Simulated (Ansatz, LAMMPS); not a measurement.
# Elastic response of Ga2O3 with crystalline order left by the classical run (100 atoms), part 2 of 3

Aim: relax Ga2O3 with crystalline order left by the classical run (100 atoms), then change its volume and shape to read moduli from the stress.

Ansatz 0.2.0; Kohn-Sham DFT, PBE, PAW (set soft_1), plane waves.

The cell: 40 Ga and 60 O. The quench rate of 100 K/ps far exceeds what a furnace or splat quench reaches. The starting topology of bonds comes from the classical model. The Brillouin zone is sampled at Γ only.

So far. Step 2 (Single point at the start): The r.m.s. force at the start is 0.35 eV/Å.

## Step 3: Cell and atoms relaxed

Cell and atoms are freed together, to release stress as well as forces.

input.yaml reads:

```yaml
crystal:
  lattice:
    - [10.04407, 0.0, 0.0]
    - [0.0, 10.04407, 0.0]
    - [0.0, 0.0, 10.04407]
  atoms:
    [... the 100 atom lines of step 2 ...]
kpoints:
  mp_grid: { grid: [1, 1, 1] }
hamiltonian:
  xc: pbe
  pseudopotentials: { kind: paw, azcp: { folder: soft_1 } }
scf:
  occupations: { method: fixed }
output:
  forces: true
relax:
  f_tol: 0.05
  max_steps: 150
  cell: {}
```

The run is started by

```
$ ansatz run input.yaml --threads 4 --pin off --max-ram 8192MiB --backend cpu --events-out ev --progress --plain --runs-dir out
```

Numbers of over 12 decimals in the logs are rounded to 6 here.

The log of the run:

```text
[...]
Crystal: 100 atoms, lattice volume = 1013.279 Å³
Basis set: ecut = 420 eV, 19837 PW (Γ), exchange–correlation on 144×144×144 points (8 copies of the dense FFT grid, shifted against one another)
Bands: 540, of which v1, the nominal top of the filled ones, is band 440 counted from 1 (439 counted from 0)
Symmetry: 1 space group operations
[...]
k-points: 1
[...]
SCF iter   1: F=—  HF=-185404.658770 eV  |F-HF|=—  |Δ(HF+E_count)|=         —  Δρ=1.23e-1  dr2=7.10e1  ethr=3.10e-3  ⟨swp⟩=4.0  Hψ=1420  notcnv=0  defer=93
[...]
SCF iter  13: F=-185380.928052 eV  HF=-185380.928052 eV  |F-HF|=4.34e-8  |Δ(HF+E_count)|=   2.72e-7  Δρ=2.76e-6  dr2=8.48e-8  ethr=1.14e-11  ⟨swp⟩=3.0  Hψ=1971  notcnv=0
SCF 1 converged in 13 iterations: F = -185380.928052 eV  dr2 = 8.48e-8
[...]
relax step   1: F+E_penalty+E_count = -185380.92805161 eV  Δ(F+E_penalty+E_count) = +0.000e0 eV  max|allowed force component| = 9.577e-1 eV/Å  Δτ_max = 0.0000 Å  P = +5.308 GPa  Ω = 1013.279 Å³  (13 SCF iters, dr2 threshold 1.00e-7 eV, accepted)
[... from here on, the SCF cycles and remarks between the steps are left out ...]
relax step   2: F+E_penalty+E_count = -185383.99880306 eV  Δ(F+E_penalty+E_count) = -3.071e0 eV  max|allowed force component| = 7.679e-1 eV/Å  Δτ_max = 0.1050 Å  P = +1.257 GPa  Ω = 1041.334 Å³  energy of the carried Pulay correction = -8.176e-2 eV  (8 SCF iters, dr2 threshold 1.00e-5 eV, accepted)
relax step   3: F+E_penalty+E_count = -185384.94155426 eV  Δ(F+E_penalty+E_count) = -9.428e-1 eV  max|allowed force component| = 5.852e-1 eV/Å  Δτ_max = 0.0839 Å  P = -0.397 GPa  Ω = 1054.130 Å³  energy of the carried Pulay correction = -1.183e-1 eV  (7 SCF iters, dr2 threshold 1.00e-5 eV, accepted)
relax step   4: F+E_penalty+E_count = -185386.08133650 eV  Δ(F+E_penalty+E_count) = -1.140e0 eV  max|allowed force component| = 4.612e-1 eV/Å  Δτ_max = 0.2000 Å  P = -0.214 GPa  Ω = 1062.581 Å³  energy of the carried Pulay correction = -1.422e-1 eV  (8 SCF iters, dr2 threshold 1.00e-5 eV, accepted)
relax step   5: F+E_penalty+E_count = -185386.67825651 eV  Δ(F+E_penalty+E_count) = -5.969e-1 eV  max|allowed force component| = 2.431e-1 eV/Å  Δτ_max = 0.2000 Å  P = -0.078 GPa  Ω = 1070.582 Å³  energy of the carried Pulay correction = -1.647e-1 eV  (8 SCF iters, dr2 threshold 1.00e-5 eV, accepted)
relax step   6: F+E_penalty+E_count = -185386.97317159 eV  Δ(F+E_penalty+E_count) = -2.949e-1 eV  max|allowed force component| = 1.445e-1 eV/Å  Δτ_max = 0.2000 Å  P = +0.028 GPa  Ω = 1076.133 Å³  energy of the carried Pulay correction = -1.801e-1 eV  (8 SCF iters, dr2 threshold 3.69e-6 eV, accepted)
relax step   7: F+E_penalty+E_count = -185387.14636616 eV  Δ(F+E_penalty+E_count) = -1.732e-1 eV  max|allowed force component| = 1.624e-1 eV/Å  Δτ_max = 0.2000 Å  P = +0.012 GPa  Ω = 1080.328 Å³  energy of the carried Pulay correction = -1.918e-1 eV  (9 SCF iters, dr2 threshold 1.31e-6 eV, accepted)
relax step   8: F+E_penalty+E_count = -185387.29255479 eV  Δ(F+E_penalty+E_count) = -1.462e-1 eV  max|allowed force component| = 3.659e-1 eV/Å  Δτ_max = 0.2000 Å  P = +0.034 GPa  Ω = 1083.124 Å³  energy of the carried Pulay correction = -1.995e-1 eV  (9 SCF iters, dr2 threshold 1.65e-6 eV, accepted)
relax step   9: F+E_penalty+E_count = -185387.45065128 eV  Δ(F+E_penalty+E_count) = -1.581e-1 eV  max|allowed force component| = 4.133e-1 eV/Å  Δτ_max = 0.1925 Å  P = -0.037 GPa  Ω = 1085.772 Å³  energy of the carried Pulay correction = -2.068e-1 eV  (8 SCF iters, dr2 threshold 8.37e-6 eV, accepted)
relax step  10: F+E_penalty+E_count = -185387.56384305 eV  Δ(F+E_penalty+E_count) = -1.132e-1 eV  max|allowed force component| = 1.038e-1 eV/Å  Δτ_max = 0.1108 Å  P = -0.011 GPa  Ω = 1086.521 Å³  energy of the carried Pulay correction = -2.089e-1 eV  (8 SCF iters, dr2 threshold 1.00e-5 eV, accepted)
relax step  11: F+E_penalty+E_count = -185387.59466541 eV  Δ(F+E_penalty+E_count) = -3.082e-2 eV  max|allowed force component| = 1.762e-1 eV/Å  Δτ_max = 0.2000 Å  P = +0.070 GPa  Ω = 1087.323 Å³  energy of the carried Pulay correction = -2.111e-1 eV  (9 SCF iters, dr2 threshold 6.73e-7 eV, accepted)
relax step  12: F+E_penalty+E_count = -185387.71156519 eV  Δ(F+E_penalty+E_count) = -1.169e-1 eV  max|allowed force component| = 2.224e-1 eV/Å  Δτ_max = 0.2000 Å  P = -0.014 GPa  Ω = 1090.233 Å³  energy of the carried Pulay correction = -2.191e-1 eV  (9 SCF iters, dr2 threshold 1.94e-6 eV, accepted)
relax step  13: F+E_penalty+E_count = -185387.79478775 eV  Δ(F+E_penalty+E_count) = -8.322e-2 eV  max|allowed force component| = 1.719e-1 eV/Å  Δτ_max = 0.2000 Å  P = -0.099 GPa  Ω = 1095.626 Å³  energy of the carried Pulay correction = -2.338e-1 eV  (8 SCF iters, dr2 threshold 3.09e-6 eV, accepted)
relax step  14: F+E_penalty+E_count = -185385.89623019 eV  Δ(F+E_penalty+E_count) = +1.899e0 eV  max|allowed force component| = 6.909e0 eV/Å  Δτ_max = 0.1968 Å  P = +1.655 GPa  Ω = 1095.424 Å³  energy of the carried Pulay correction = -2.333e-1 eV  (9 SCF iters, dr2 threshold 1.85e-6 eV, rejected (line search))
relax step  15: F+E_penalty+E_count = -185387.84375252 eV  Δ(F+E_penalty+E_count) = -4.896e-2 eV  max|allowed force component| = 9.689e-2 eV/Å  Δτ_max = 0.0984 Å  P = +0.049 GPa  Ω = 1095.161 Å³  energy of the carried Pulay correction = -2.325e-1 eV  (14 SCF iters, accepted)
relax step  16: F+E_penalty+E_count = -185387.87572080 eV  Δ(F+E_penalty+E_count) = -3.197e-2 eV  max|allowed force component| = 1.021e-1 eV/Å  Δτ_max = 0.1000 Å  P = +0.024 GPa  Ω = 1095.582 Å³  energy of the carried Pulay correction = -2.337e-1 eV  (8 SCF iters, dr2 threshold 5.87e-7 eV, accepted)
relax step  17: F+E_penalty+E_count = -185387.92307263 eV  Δ(F+E_penalty+E_count) = -4.735e-2 eV  max|allowed force component| = 1.835e-1 eV/Å  Δτ_max = 0.1463 Å  P = +0.051 GPa  Ω = 1095.538 Å³  energy of the carried Pulay correction = -2.336e-1 eV  (9 SCF iters, dr2 threshold 6.52e-7 eV, accepted)
relax step  18: F+E_penalty+E_count = -185387.99475903 eV  Δ(F+E_penalty+E_count) = -7.169e-2 eV  max|allowed force component| = 1.336e-1 eV/Å  Δτ_max = 0.2000 Å  P = -0.019 GPa  Ω = 1096.503 Å³  energy of the carried Pulay correction = -2.362e-1 eV  (8 SCF iters, dr2 threshold 2.10e-6 eV, accepted)
relax step  19: F+E_penalty+E_count = -185388.01508514 eV  Δ(F+E_penalty+E_count) = -2.033e-2 eV  max|allowed force component| = 1.660e-1 eV/Å  Δτ_max = 0.2000 Å  P = +0.045 GPa  Ω = 1096.654 Å³  energy of the carried Pulay correction = -2.366e-1 eV  (9 SCF iters, dr2 threshold 1.12e-6 eV, accepted)
relax step  20: F+E_penalty+E_count = -185388.03259533 eV  Δ(F+E_penalty+E_count) = -1.751e-2 eV  max|allowed force component| = 2.746e-2 eV/Å  Δτ_max = 0.0672 Å  P = -0.007 GPa  Ω = 1096.745 Å³  energy of the carried Pulay correction = -2.369e-1 eV  (7 SCF iters, dr2 threshold 1.72e-6 eV, accepted)
relax step  21: F+E_penalty+E_count = -185388.60731597 eV  Δ(F+E_penalty+E_count) = -5.747e-1 eV  max|allowed force component| = 2.887e-2 eV/Å  Δτ_max = 0.0000 Å  P = +0.767 GPa  Ω = 1096.745 Å³  stress off target by 1.32e0 GPa  SCF on the basis re-selected at this cell (its energy is not comparable with the rows above)  (10 SCF iters)
relax step  22: F+E_penalty+E_count = -185388.61741669 eV  Δ(F+E_penalty+E_count) = -1.010e-2 eV  max|allowed force component| = 4.935e-2 eV/Å  Δτ_max = 0.0609 Å  P = +0.001 GPa  Ω = 1106.410 Å³  energy of the carried Pulay correction = -2.843e-2 eV  (8 SCF iters, dr2 threshold 4.38e-6 eV, accepted)
relax step  23: F+E_penalty+E_count = -185388.62389666 eV  Δ(F+E_penalty+E_count) = -6.480e-3 eV  max|allowed force component| = 9.674e-3 eV/Å  Δτ_max = 0.0145 Å  P = +0.019 GPa  Ω = 1105.536 Å³  energy of the carried Pulay correction = -2.577e-2 eV  (9 SCF iters, dr2 threshold 3.98e-8 eV, accepted)
relax step  24: F+E_penalty+E_count = -185388.65182521 eV  Δ(F+E_penalty+E_count) = -2.793e-2 eV  max|allowed force component| = 9.595e-3 eV/Å  Δτ_max = 0.0000 Å  P = +0.024 GPa  Ω = 1105.536 Å³  stress off target by 6.83e-2 GPa  SCF on the basis re-selected at this cell (its energy is not comparable with the rows above)  (6 SCF iters)
relax step  25: F+E_penalty+E_count = -185388.65025168 eV  Δ(F+E_penalty+E_count) = +1.574e-3 eV  max|allowed force component| = 5.503e-3 eV/Å  Δτ_max = 0.0094 Å  P = -0.001 GPa  Ω = 1106.248 Å³  energy of the carried Pulay correction = -2.017e-3 eV  (9 SCF iters, dr2 threshold 1.17e-8 eV, accepted)
relax step  26: F+E_penalty+E_count = -185388.65337554 eV  Δ(F+E_penalty+E_count) = -3.124e-3 eV  max|allowed force component| = 5.507e-3 eV/Å  Δτ_max = 0.0000 Å  P = -0.001 GPa  Ω = 1106.248 Å³  stress off target by 5.92e-3 GPa  SCF on the basis re-selected at this cell (its energy is not comparable with the rows above)  (4 SCF iters)
[...]
SCF converged after 4 iterations
Free energy (F): -185388.653376 eV
[...]
Internal energy: -185388.653376 eV  (E = F + TS)
E sigma→0 (E₀):  -185388.653376 eV
Fermi energy:    7.646667 eV
[...]
--- Forces (eV/Å), atoms counted from 1 ---
  atom   1  Ga    -0.00070718    -0.00097567     0.00008410
  atom   2  Ga     0.00117811    -0.00098833     0.00044285
  atom   3  Ga     0.00214011     0.00087048     0.00041480
  atom   4  Ga     0.00018930    -0.00297733    -0.00078090
  atom   5  Ga    -0.00046420    -0.00314594     0.00038154
  atom   6  Ga     0.00173542     0.00245594    -0.00086656
  atom   7  Ga    -0.00169508    -0.00176574    -0.00359220
  atom   8  Ga    -0.00289878     0.00149963    -0.00007370
  atom   9  Ga     0.00169495     0.00311114    -0.00182562
  atom  10  Ga     0.00405434     0.00053735     0.00265683
  atom  11  Ga    -0.00201942    -0.00085317    -0.00020180
  atom  12  Ga    -0.00057639    -0.00093627    -0.00010331
  atom  13  Ga    -0.00026492     0.00162321     0.00194655
  atom  14  Ga     0.00167513     0.00187892    -0.00069328
[...]
atom  99  O     -0.00029673     0.00044886     0.00108736
  atom 100  O     -0.00212003    -0.00225595     0.00137144
  max |Σ_I F_I| component: 7.47e-6 eV/Å
--- Stress (GPa, compression-positive) ---
        0.001580       0.004471       0.001457
        0.004471      -0.003147       0.000128
        0.001457       0.000128      -0.000339
  P = ⅓ Tr σ = -0.0006 GPa (-0.006 kbar)
--- Relaxed structure (23 steps of the walk, 22 accepted, 3 SCFs on fresh bases) ---
  F+E_penalty+E_count = -185388.65337554 eV   max|allowed force component| = 5.507e-3 eV/Å   (the final SCF, on the basis selected at the relaxed cell)
  cell:  # Å, volume = 1106.2479 Å³
    - [9.741951, 0.117257, -0.208632]
    - [0.117257, 10.507210, 0.118230]
    - [-0.208632, 0.118230, 10.814654]
  atoms:
    - { symbol: Ga, position: [0.779772, 0.135680, 0.385997] }
    - { symbol: Ga, position: [0.721931, 0.326642, 0.597143] }
    - { symbol: Ga, position: [0.243849, 0.690972, 0.071223] }
    - { symbol: Ga, position: [0.491370, 0.893574, 0.294153] }
[...]
- { symbol: O, position: [0.362670, 0.029641, 0.804408] }
```

It took 11 min on 4 threads of Arm Neoverse V1, shared host; peak memory 1.7 GiB; 43 min of CPU time.

The relaxation converged after 23 steps, with a largest force component of 0.0055 eV/Å.

## Step 4: Single point at the relaxed geometry

One more single point at the end of the walk gives the fuller output and checks the residual forces.

input.yaml reads:

```yaml
crystal:
  lattice:
    - [9.74195, 0.11726, -0.20863]
    - [0.11726, 10.50721, 0.11823]
    - [-0.20863, 0.11823, 10.81465]
  atoms:
    - { symbol: Ga, position: [0.77977, 0.13568, 0.386] }
    - { symbol: Ga, position: [0.72193, 0.32664, 0.59714] }
    - { symbol: Ga, position: [0.24385, 0.69097, 0.07122] }
    - { symbol: Ga, position: [0.49137, 0.89357, 0.29415] }
    - { symbol: Ga, position: [0.4542, 0.74882, 0.56166] }
    - { symbol: Ga, position: [0.50373, 0.61934, 0.20358] }
    [... 88 atom lines left out ...]
    - { symbol: O, position: [0.59603, 0.47543, 0.28687] }
    - { symbol: O, position: [0.11702, 0.68157, 0.203] }
    - { symbol: O, position: [0.09424, 0.9965, 0.84219] }
    - { symbol: O, position: [0.58847, 0.11825, 0.96086] }
    - { symbol: O, position: [0.60924, 0.99716, 0.41652] }
    - { symbol: O, position: [0.36267, 0.02964, 0.80441] }
kpoints:
  mp_grid: { grid: [1, 1, 1] }
hamiltonian:
  xc: pbe
  pseudopotentials: { kind: paw, azcp: { folder: soft_1 } }
scf:
  occupations: { method: fixed }
output:
  forces: true
  stress: true
  populations: true
  dos:
    method: { smearing: { sigma: 0.1 } }
    de: 0.1
    projected: { site_lists: { Ga: [Ga], O: [O] } }
  eigenvalues: true
  write_density: true
  write_potential: true
  volumetric_format: npy
```

The log of the run:

```text
[...]
Crystal: 100 atoms, lattice volume = 1106.247 Å³
Basis set: ecut = 420 eV, 21627 PW (Γ), exchange–correlation on 144×144×150 points (8 copies of the dense FFT grid, shifted against one another)
Bands: 540, of which v1, the nominal top of the filled ones, is band 440 counted from 1 (439 counted from 0)
Symmetry: 1 space group operations
[...]
k-points: 1
[...]
SCF iter   1: F=—  HF=-185413.282005 eV  |F-HF|=—  |Δ(HF+E_count)|=         —  Δρ=1.17e-1  dr2=7.35e1  ethr=3.10e-3  ⟨swp⟩=4.0  Hψ=1460  notcnv=0  defer=95
[...]
SCF iter  13: F=-185388.653375 eV  HF=-185388.653375 eV  |F-HF|=4.76e-8  |Δ(HF+E_count)|=   2.00e-7  Δρ=2.74e-6  dr2=8.71e-8  ethr=1.14e-11  ⟨swp⟩=17.0  Hψ=4555  notcnv=0
SCF 1 converged in 13 iterations: F = -185388.653375 eV  dr2 = 8.71e-8
[...]
SCF converged after 13 iterations
Free energy (F): -185388.653375 eV
[...]
Internal energy: -185388.653375 eV  (E = F + TS)
E sigma→0 (E₀):  -185388.653375 eV
Fermi energy:    7.646606 eV
[...]
--- Forces (eV/Å), atoms counted from 1 ---
  atom   1  Ga     0.00011079    -0.00108248    -0.00065319
  atom   2  Ga     0.00142203     0.00011742     0.00101980
  atom   3  Ga     0.00197759     0.00135885     0.00095215
  atom   4  Ga     0.00038912    -0.00301054    -0.00088553
  atom   5  Ga    -0.00032179    -0.00330239    -0.00048137
  atom   6  Ga     0.00196371     0.00296176    -0.00081560
  atom   7  Ga    -0.00151992    -0.00150417    -0.00419059
  atom   8  Ga    -0.00210995     0.00072927    -0.00033077
  atom   9  Ga     0.00178458     0.00348141    -0.00165616
  atom  10  Ga     0.00495712     0.00047156     0.00298781
  atom  11  Ga    -0.00247101    -0.00090262    -0.00021054
  atom  12  Ga    -0.00013248    -0.00077274     0.00020483
  atom  13  Ga    -0.00058265     0.00078678     0.00132496
  atom  14  Ga     0.00109262     0.00151182    -0.00147760
[...]
atom  99  O      0.00018767     0.00044544     0.00137007
  atom 100  O     -0.00210602    -0.00246523     0.00086188
  max |Σ_I F_I| component: 2.76e-5 eV/Å
--- Stress (GPa, compression-positive) ---
        0.001288       0.004827       0.001657
        0.004827      -0.002612      -0.000177
        0.001657      -0.000177      -0.000636
  P = ⅓ Tr σ = -0.0007 GPa (-0.007 kbar)
--- Band table (eV) ---
[...]
--- Löwdin populations: 100 sites ---
  site symbol       q [e]
     0     Ga     11.9467
     1     Ga     11.9126
     2     Ga     11.9221
[...]
99      O      6.6555
  spilling = 0.002572 (of n_electrons = 880.000000)
```

Elapsed: 46 s, on 4 threads; peak memory 1.8 GiB.

Read from the output:

- free energy: -185388.6534 eV
- free energy per atom: -1853.8865 eV/atom
- SCF cycles: 13
- pressure: -0.0006535 GPa
- r.m.s. force component: 0.00174 eV/Å
- longest force: 0.00661 eV/Å
- Fermi energy: 7.647 eV
- gap (highest filled to lowest empty level): 1.575 eV
- spilling of the projection: 0.002572

## Step 5: Volume -3 %

The relaxed cell is scaled evenly and the atoms are relaxed again; the stress at the end gives one point of P(V).

input.yaml, the sections that differ from step 4:

```yaml
crystal:
  lattice:
    - [9.64354, 0.11608, -0.20652]
    - [0.11608, 10.40107, 0.11704]
    - [-0.20652, 0.11704, 10.7054]
  atoms:
    [... the 100 atom lines of step 4 ...]
output:
  forces: true
  eigenvalues: true
  stress: true
relax:
  f_tol: 0.05
  max_steps: 70
# kpoints, hamiltonian, scf: as in step 4
```

The log of the run:

```text
Warning: output.stress: scf.convergence.dr2_threshold = 1e-7 eV (the SCF's general default) is looser than the 1e-8 eV advised for a printed stress (1e-10 eV for each atom of the cell: 100). What an SCF threshold leaves in a stress goes as its square root, and in the free energy as the threshold itself, and one threshold admits the most on a small cell: [...]
[...]
Crystal: 100 atoms, lattice volume = 1073.060 Å³
Basis set: ecut = 420 eV, 20959 PW (Γ), exchange–correlation on 144×144×144 points (8 copies of the dense FFT grid, shifted against one another)
Bands: 540, of which v1, the nominal top of the filled ones, is band 440 counted from 1 (439 counted from 0)
Symmetry: 1 space group operations
[...]
k-points: 1
[...]
SCF iter   1: F=—  HF=-185413.413080 eV  |F-HF|=—  |Δ(HF+E_count)|=         —  Δρ=1.20e-1  dr2=7.65e1  ethr=3.10e-3  ⟨swp⟩=4.0  Hψ=1474  notcnv=0  defer=95
[...]
SCF iter  10: F=-185388.071424 eV  HF=-185388.071440 eV  |F-HF|=1.55e-5  |Δ(HF+E_count)|=   2.58e-5  Δρ=5.51e-5  dr2=2.72e-5  ethr=5.03e-9  ⟨swp⟩=13.0  Hψ=2849  notcnv=0
SCF 1 converged in 10 iterations: F = -185388.071424 eV  dr2 = 2.72e-5
[...]
relax step   1: F+E_penalty+E_count = -185388.07142424 eV  Δ(F+E_penalty+E_count) = +0.000e0 eV  max|allowed force component| = 2.758e-1 eV/Å  Δτ_max = 0.0000 Å  (10 SCF iters, dr2 threshold 6.25e-5 eV, accepted)
[...]
relax step   2: F+E_penalty+E_count = -185388.16910489 eV  Δ(F+E_penalty+E_count) = -9.768e-2 eV  max|allowed force component| = 1.771e-1 eV/Å  Δτ_max = 0.0312 Å  (6 SCF iters, dr2 threshold 4.75e-6 eV, accepted)
[...]
relax step   3: F+E_penalty+E_count = -185388.24134130 eV  Δ(F+E_penalty+E_count) = -7.224e-2 eV  max|allowed force component| = 1.182e-1 eV/Å  Δτ_max = 0.0348 Å  (9 SCF iters, accepted)
relax step   4: F+E_penalty+E_count = -185388.28603382 eV  Δ(F+E_penalty+E_count) = -4.469e-2 eV  max|allowed force component| = 7.527e-2 eV/Å  Δτ_max = 0.0971 Å  (8 SCF iters, dr2 threshold 5.76e-6 eV, accepted)
[...]
relax step   5: F+E_penalty+E_count = -185388.29607148 eV  Δ(F+E_penalty+E_count) = -1.004e-2 eV  max|allowed force component| = 2.888e-2 eV/Å  Δτ_max = 0.0271 Å  (9 SCF iters, accepted)
SCF converged after 9 iterations
Free energy (F): -185388.296071 eV
[...]
Internal energy: -185388.296071 eV  (E = F + TS)
E sigma→0 (E₀):  -185388.296071 eV
Fermi energy:    8.070469 eV
[...]
--- Forces (eV/Å), atoms counted from 1 ---
  atom   1  Ga     0.00020338    -0.00433468     0.00114367
  atom   2  Ga    -0.00149035     0.00330268     0.00760734
  atom   3  Ga     0.01149742     0.00692667     0.00384496
  atom   4  Ga     0.00228038    -0.00488279    -0.00251109
  atom   5  Ga    -0.00990650     0.00834831     0.00548929
  atom   6  Ga    -0.00139803     0.00648240    -0.00461704
  atom   7  Ga     0.00340022     0.00305105     0.00259782
  atom   8  Ga    -0.00517441    -0.01205533     0.00409224
  atom   9  Ga    -0.00266845    -0.00135868     0.00920862
  atom  10  Ga     0.00383423     0.00528596     0.01125923
  atom  11  Ga    -0.01878570    -0.00594280    -0.00063581
  atom  12  Ga     0.00759285    -0.00138706    -0.00121683
  atom  13  Ga    -0.01428783     0.01301328     0.01454444
  atom  14  Ga     0.00273517     0.01147680     0.00822202
[...]
atom  99  O     -0.00030333    -0.00272970     0.00303693
  atom 100  O     -0.00312988    -0.00338815    -0.00909311
  max |Σ_I F_I| component: 2.50e-5 eV/Å
--- Stress (GPa, compression-positive) ---
        3.945418      -0.419354       0.000222
       -0.419354       3.754479       0.137297
        0.000222       0.137297       2.956282
  P = ⅓ Tr σ = 3.5521 GPa (35.521 kbar)
--- Band table (eV) ---
[...]
--- Relaxed structure (5 steps of the walk, 5 accepted, 0 SCFs on fresh bases) ---
  F+E_penalty+E_count = -185388.29607148 eV   max|allowed force component| = 2.888e-2 eV/Å
  atoms:
    - { symbol: Ga, position: [0.779700, 0.134429, 0.385183] }
    - { symbol: Ga, position: [0.725428, 0.326555, 0.598120] }
    - { symbol: Ga, position: [0.239764, 0.693470, 0.071090] }
    - { symbol: Ga, position: [0.491923, 0.891599, 0.294441] }
[...]
- { symbol: O, position: [0.366856, 0.029547, 0.802736] }
```

Run time: 2.4 min. Hardware: 4 threads; peak memory 1.8 GiB; 9.2 min of CPU time.

The program notes that the SCF threshold is loose for the stress.

The relaxation converged after 5 steps, 0.225 eV below its start, with a largest force component of 0.029 eV/Å.

Volume -3 %: the energy stands 0.357 eV above that of the reference, at a pressure of 3.55 GPa.

## Step 6: Volume +3 %

The relaxed cell is scaled to another volume.

Input and log are left out; they have the form of those shown for this kind of step.

It took 2.9 min on 4 threads of Arm Neoverse V1, shared host; peak memory 1.8 GiB.

The relaxation converged after 6 steps, 0.223 eV below its start, with a largest force component of 0.044 eV/Å.

Volume +3 %: the energy stands 0.293 eV above that of the reference, at a pressure of -2.67 GPa.

(Continued in part 3 of 3.)

[Logs are printed without paths, hosts, clocks, repeated set-up lines and the standing remarks that a program may print on its own settings, such as how far it seeks lower states.]

[Hosts, paths, dates, database ids (printed as entryN), source tags and the programs' standing remarks are cut or masked in the printed files.]
